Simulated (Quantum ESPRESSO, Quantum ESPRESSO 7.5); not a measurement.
## Work function and surface energy of Na(100) against thickness

How thick must a slab of Na(100) be?

Main program and level: Quantum ESPRESSO 7.5; plane-wave DFT, PBE, GBRV ultrasoft pseudopotentials.

**What experiment says.**

“Anisotropic work function of elemental crystals” (2019, arxiv:1902.07811) quotes from earlier work for Na (polycrystalline sample, no single face): work function, loosely compared (polycrystalline sample, no single face) 2.75 eV.

## Step 1: The starting structure

The cell holds 8 atoms: 8 Na. Its edges and angles: a = 4.230 Å, b = 4.230 Å, c = 29.805 Å, α = 90.0°, β = 90.0°, γ = 90.0°. It derives from Na. Vacuum lies along c.

As a file:

```
CELL_PARAMETERS angstrom
4.23000 0.00000 0.00000
0.00000 4.23000 0.00000
0.00000 0.00000 29.80500
ATOMIC_POSITIONS crystal
Na 0.50000 0.50000 0.25164
Na 0.00000 0.00000 0.32260
Na 0.50000 0.50000 0.39356
Na 0.00000 0.00000 0.46452
Na 0.50000 0.50000 0.53548
Na 0.00000 0.00000 0.60644
Na 0.50000 0.50000 0.67740
Na 0.00000 0.00000 0.74836
```

## Step 2: Running the series

ASE writes the inputs, starts pw.x and reads the results. Under ESM bc1 the zero of energy of a symmetric slab is the vacuum, so the work function is minus the Fermi level.

Contents of run.py:

```python
import json
import numpy as np
from ase.build import bcc100
from ase.calculators.espresso import Espresso, EspressoProfile

profile = EspressoProfile(command='mpirun -n 4 pw.x -nk 4', pseudo_dir='../pseudo')
pseudopotentials = {'Na': 'na_pbe_v1.5.uspp.F.UPF'}
system = {'ecutwfc': 40, 'ecutrho': 200, 'occupations': 'smearing', 'smearing': 'mv', 'degauss': 0.02}


def calculator(name, kpts, **extra):
    data = dict(control=dict(tprnfor=True, verbosity='high', disk_io='none'),
                system=system | extra,
                electrons=dict(conv_thr=1e-07, mixing_beta=0.4, mixing_mode='local-TF',
                               electron_maxstep=100))
    return Espresso(profile=profile, directory=name, pseudopotentials=pseudopotentials, kpts=kpts, input_data=data)


def centre(atoms):
    z = atoms.positions[:, 2]
    atoms.positions[:, 2] -= (z.max() + z.min()) / 2  # ESM wants the slab about z = 0
    return atoms


rows = []
for n in [3, 4, 5, 6, 7, 8]:
    slab = centre(bcc100('Na', size=(1, 1, n), a=4.23, vacuum=7.5, periodic=True))
    slab.set_initial_magnetic_moments([0.0] * n)
    slab.calc = calculator(f'n{n}', (8, 8, 1), assume_isolated='esm', esm_bc='bc1')
    energy = slab.get_potential_energy()
    work = -slab.calc.get_fermi_level()
    force = slab.get_forces()[-1, 2]
    rows.append([n, energy, work, force])
    print(f'{n} layers: E = {energy:.5f} eV, work function {work:.3f} eV, force on the top atom {force:+.3f} eV/A')

n, energy = np.array(rows)[:, :2].T
slope, offset = np.polyfit(n[1:], energy[1:], 1)
area = np.linalg.norm(np.cross(*slab.cell[:2]))
gamma = offset / (2 * area) * 16.0218
print(f'bulk energy from the slope {slope:.5f} eV an atom; unrelaxed surface energy {gamma:.3f} J/m^2')
json.dump(dict(rows=rows, slope=slope, gamma=gamma), open('result.json', 'w'))
```

Started as:

```
> OMP_NUM_THREADS=1 python run.py
```

Log:

```text
3 layers: E = -3891.24619 eV, work function 2.616 eV, force on the top atom -0.035 eV/A
4 layers: E = -5188.48382 eV, work function 2.707 eV, force on the top atom -0.019 eV/A
5 layers: E = -6485.71166 eV, work function 2.575 eV, force on the top atom -0.021 eV/A
6 layers: E = -7782.96938 eV, work function 2.680 eV, force on the top atom -0.011 eV/A
7 layers: E = -9080.19849 eV, work function 2.642 eV, force on the top atom -0.015 eV/A
8 layers: E = -10377.44980 eV, work function 2.641 eV, force on the top atom -0.010 eV/A
bulk energy from the slope -1297.24188 eV an atom; unrelaxed surface energy 0.219 J/m^2
```

Wall time 6.6 min (4 MPI ranks of Arm Neoverse V2, shared host); peak memory 1.3 GiB; 26 min of CPU time.

The input that ASE wrote for the first run, and its log:

```
&CONTROL
   verbosity        = 'high'
   tprnfor          = .true.
   disk_io          = 'none'
   pseudo_dir       = '../pseudo'
/
&SYSTEM
   ecutwfc          = 40
   ecutrho          = 200
   occupations      = 'smearing'
   degauss          = 0.02
   smearing         = 'mv'
   assume_isolated  = 'esm'
   esm_bc           = 'bc1'
   ntyp             = 1
   nat              = 3
   ibrav            = 0
/
&ELECTRONS
   electron_maxstep = 100
   conv_thr         = 1e-07
   mixing_mode      = 'local-TF'
   mixing_beta      = 0.4
/
&IONS
/
&CELL
/
&FCP
/
&RISM
/
ATOMIC_SPECIES
Na 22.98976928 na_pbe_v1.5.uspp.F.UPF

K_POINTS automatic
8 8 1  0 0 0

CELL_PARAMETERS angstrom
4.23000000000000 0.00000000000000 0.00000000000000
0.00000000000000 4.23000000000000 0.00000000000000
0.00000000000000 0.00000000000000 19.23000000000000

ATOMIC_POSITIONS angstrom
Na 0.0000000000 0.0000000000 -2.1150000000  
Na 2.1150000000 2.1150000000 0.0000000000  
Na 0.0000000000 0.0000000000 2.1150000000
```

```text
Program PWSCF v.7.5 starts
[citation notice left out]

     Parallel version (MPI & OpenMP), running on       4 processor cores
     Number of MPI processes:                 4
     Threads/MPI process:                     1

     MPI processes distributed on     1 nodes
[... 1 line left out ...]

Warning: card &CELL ignored
Warning: card &FCP ignored
Warning: card &RISM ignored

     Current dimensions of program PWSCF are:
     Max number of different atomic species (ntypx) = 10
     Max number of k-points (npk) =  40000
     Max angular momentum in pseudopotentials (lmaxx) =  4
     Message from routine setup:
     using ibrav=0 with symmetry is DISCOURAGED, use correct ibrav instead

     K-points division:     npool     =       4
     Subspace diagonalization in iterative solution of the eigenvalue problem:
     a serial algorithm will be used

     G-vector sticks info
     --------------------
     sticks:   dense  smooth     PW     G-vecs:    dense   smooth      PW
     Sum        1005     805    241               110783    79207   12831

     Using Slab Decomposition

     bravais-lattice index     =            0
     lattice parameter (alat)  =       7.9935  a.u.
     unit-cell volume          =    2321.9701 (a.u.)^3
     number of atoms/cell      =            3
     number of atomic types    =            1
     number of electrons       =        27.00
     number of Kohn-Sham states=           18
     kinetic-energy cutoff     =      40.0000  Ry
     charge density cutoff     =     200.0000  Ry
     scf convergence threshold =      1.0E-07
     mixing beta               =       0.4000
     number of iterations used =            8  local-TF  mixing
     Exchange-correlation=  SLA  PW   PBX  PBC
                           (   1   4   3   4   0   0   0)

     Effective Screening Medium Method
     =================================
     Boundary Conditions: Vacuum-Slab-Vacuum
     total charge in unit cell        =   0.0000
     grid points for fit at edges     =        4

[... 10 lines left out ...]
     PseudoPot. # 1 for Na read from file:
     ../pseudo/na_pbe_v1.5.uspp.F.UPF
     Pseudo is Ultrasoft, Zval =  9.0
     Generated by new atomic code, or converted to UPF format
     Using radial grid of  819 points,  5 beta functions with:
                l(1) =   0
                l(2) =   0
                l(3) =   1
                l(4) =   1
                l(5) =   2
     Q(r) pseudized with  8 coefficients,  rinner =    1.250   1.250   1.250
                                                       1.250   1.250

     atomic species   valence    mass     pseudopotential
     Na                9.00    22.98977     Na( 1.00)

     16 Sym. Ops., with inversion, found

                                    s                        frac. trans.

      isym =  1     identity

 cryst.   s( 1) = (     1          0          0      )
[... 447 lines left out ...]

[... 1 line left out ...]

     End of self-consistent calculation

          k = 0.0000 0.0000 0.0000 (  9853 PWs)   bands (ev):

   -55.9866 -55.9865 -55.5748 -27.9156 -27.9134 -27.8975 -27.8975 -27.8971
   -27.8971 -27.4986 -27.4928 -27.4928  -5.2900  -3.8889  -2.2346  -0.8310
    -0.2279   1.0834

     occupation numbers
     1.0000   1.0000   1.0000   1.0000   1.0000   1.0000   1.0000   1.0000
     1.0000   1.0000   1.0000   1.0000   1.0000   1.0000   0.0061   0.0000
     0.0000   0.0000

[... 112 lines left out ...]

     the Fermi energy is    -2.6163 ev

!    total energy              =    -286.00134515 Ry
     estimated scf accuracy    <       0.00000003 Ry
     smearing contrib. (-TS)   =      -0.00016107 Ry
     internal energy E=F+TS    =    -286.00118408 Ry

     The total energy is F=E-TS. E is the sum of the following terms:
     one-electron contribution =     277.63631341 Ry
     hartree contribution      =    -142.06981498 Ry
     xc contribution           =     -42.85836297 Ry
     ewald contribution        =    -378.70931954 Ry

     convergence has been achieved in  13 iterations

     Forces acting on atoms (cartesian axes, Ry/au):

     atom    1 type  1   force =     0.00000000    0.00000000    0.00135624
     atom    2 type  1   force =     0.00000000    0.00000000    0.00000000
     atom    3 type  1   force =     0.00000000    0.00000000   -0.00135624
     The non-local contrib.  to forces
     atom    1 type  1   force =     0.00000000    0.00000000   -0.21403947
     atom    2 type  1   force =     0.00000000    0.00000000    0.00000000
     atom    3 type  1   force =     0.00000000    0.00000000    0.21403947
     The ionic contribution  to forces
     atom    1 type  1   force =     0.00000000    0.00000000  -29.99811408
     atom    2 type  1   force =    -0.00000000   -0.00000000    0.00000000
     atom    3 type  1   force =     0.00000000    0.00000000   29.99811408
     The local contribution  to forces
     atom    1 type  1   force =    -0.00000000   -0.00000000   30.21343206
     atom    2 type  1   force =     0.00000000    0.00000000   -0.00000002
     atom    3 type  1   force =     0.00000000   -0.00000000  -30.21343211
     The core correction contribution to forces
     atom    1 type  1   force =     0.00000000    0.00000000    0.00000000
     atom    2 type  1   force =     0.00000000    0.00000000    0.00000000
     atom    3 type  1   force =     0.00000000    0.00000000    0.00000000
     The Hubbard contrib.    to forces
     atom    1 type  1   force =     0.00000000    0.00000000    0.00000000
     atom    2 type  1   force =     0.00000000    0.00000000    0.00000000
     atom    3 type  1   force =     0.00000000    0.00000000    0.00000000
     The SCF correction term to forces
     atom    1 type  1   force =     0.00000000    0.00000000    0.00007771
     atom    2 type  1   force =     0.00000000    0.00000000    0.00000000
     atom    3 type  1   force =    -0.00000000   -0.00000000   -0.00007771

     Total force =     0.001918     Total SCF correction =     0.000110
     Message from routine punch:
     Nothing written, as per user request (disk_io='none')

[... 1 line left out ...]

[... 1 line left out ...]

[... 1 line left out ...]

[... 3 lines left out ...]

[... 1 line left out ...]

[... 2 lines left out ...]

[... 1 line left out ...]

[... 1 line left out ...]

=------------------------------------------------------------------------------=
   JOB DONE.
=------------------------------------------------------------------------------=
```

This step gave:

```
surface energy                     : 0.2188 J/m²
work function of the thickest slab : 2.641 eV
```

Work function against layers:

```csv
layers,work function (eV)
3.00,2.62
4.00,2.71
5.00,2.57
6.00,2.68
7.00,2.64
8.00,2.64
```

Force on the top atom along the normal against layers:

```csv
layers,force on the top atom along the normal (eV/Å)
3.00,-0.0349
4.00,-0.0194
5.00,-0.0212
6.00,-0.0105
7.00,-0.0148
8.00,-0.00989
```

Energy less the bulk line's slope against layers:

```csv
layers,energy less the bulk line's slope (meV)
3.00,479
4.00,484
5.00,498
6.00,482
7.00,495
8.00,485
```

## Step 3: Running the series: PBEsol, GBRV ultrasoft

Level of this step: plane-wave DFT, PBEsol, GBRV ultrasoft pseudopotentials (Quantum ESPRESSO 7.5).

run.py, as its differences from the input of step 2:

```diff
@@ -6,3 +6,3 @@
 profile = EspressoProfile(command='mpirun -n 4 pw.x -nk 4', pseudo_dir='../pseudo')
-pseudopotentials = {'Na': 'na_pbe_v1.5.uspp.F.UPF'}
+pseudopotentials = {'Na': 'na_pbesol_v1.5.uspp.F.UPF'}
 system = {'ecutwfc': 40, 'ecutrho': 200, 'occupations': 'smearing', 'smearing': 'mv', 'degauss': 0.02}
```

Started as:

```
> OMP_NUM_THREADS=1 python run.py
```

Log:

```text
3 layers: E = -3883.80201 eV, work function 2.624 eV, force on the top atom -0.049 eV/A
4 layers: E = -5178.57401 eV, work function 2.721 eV, force on the top atom -0.035 eV/A
5 layers: E = -6473.33504 eV, work function 2.590 eV, force on the top atom -0.025 eV/A
6 layers: E = -7768.12688 eV, work function 2.691 eV, force on the top atom -0.015 eV/A
7 layers: E = -9062.89009 eV, work function 2.656 eV, force on the top atom -0.029 eV/A
8 layers: E = -10357.67490 eV, work function 2.654 eV, force on the top atom -0.029 eV/A
bulk energy from the slope -1294.77568 eV an atom; unrelaxed surface energy 0.239 J/m^2
```

Elapsed: 6.4 min, on 4 MPI ranks; peak memory 1.3 GiB.

Read from the output:

- surface energy: 0.2390 J/m²
- work function of the thickest slab: 2.654 eV

The work function by layers:

```csv
layers,work function (eV)
3.00,2.62
4.00,2.72
5.00,2.59
6.00,2.69
7.00,2.66
8.00,2.65
```

Force on the top atom along the normal against layers:

```csv
layers,force on the top atom along the normal (eV/Å)
3.00,-0.0495
4.00,-0.0353
5.00,-0.0245
6.00,-0.0155
7.00,-0.0286
8.00,-0.0286
```

The energy less the bulk line's slope by layers:

```csv
layers,energy less the bulk line's slope (meV)
3.00,525
4.00,529
5.00,543
6.00,527
7.00,540
8.00,531
```

## Step 4: Worked from the printed numbers

γ = (E_N − N e_bulk)/(2A). The excess of the thickest slab is 0.485 eV and A = 17.893 Å²: 0.485/(2 × 17.893) × 16.02 = 0.22 J/m² (1 eV/Å² = 16.02 J/m²); the fit's intercept gives 0.22.

## Step 5: What came out

| Item | Value |
| --- | --- |
| work function of the thickest slab, PBE, GBRV ultrasoft | 2.64 eV |
| unrelaxed surface energy, PBE, GBRV ultrasoft | 0.22 J/m² |
| work function of the thickest slab, PBEsol, GBRV ultrasoft | 2.65 eV |
| unrelaxed surface energy, PBEsol, GBRV ultrasoft | 0.24 J/m² |

**Reading.** The thickest slab gives a work function of 2.64 eV and the series an unrelaxed surface energy of 0.22 J/m² (PBE, GBRV ultrasoft). The work function swings by 0.13 eV over 3 to 8 layers and by 0.00 eV over the last step; confined states crossing the Fermi level and the finite mesh both contribute. From 6 layers on it stays within 0.1 eV. The top atom feels almost no force. The slabs are cut from the bulk at the tabulated lattice constant and not relaxed; the surface energy comes from a straight line through the energies of all but the thinnest slab.

Computed beside measured:

| quantity | measured | PBE, GBRV | PBEsol, GBRV |
| --- | --- | --- | --- |
| work function, loosely compared (polycrystalline sample, no single face) (eV) | 2.75 | 2.64 (-0.11 eV) | 2.65 (-0.10 eV) |

Measured values from arxiv:1902.07811 (2019).

How well it matches: A polycrystal averages over faces, so this is a loose comparison.

[Logs are printed without paths, hosts, clocks, repeated set-up lines and the standing remarks that a program may print on its own settings, such as how far it seeks lower states.]

[Hosts, paths, dates, database ids (printed as entryN), source tags and the programs' standing remarks are cut or masked in the printed files.]

[Maps of the electrostatic potential energy from Ansatz leave out the sawtooth potential of an applied field or a dipole correction, so their vacuum need not be flat; planar profiles and work functions include it.]
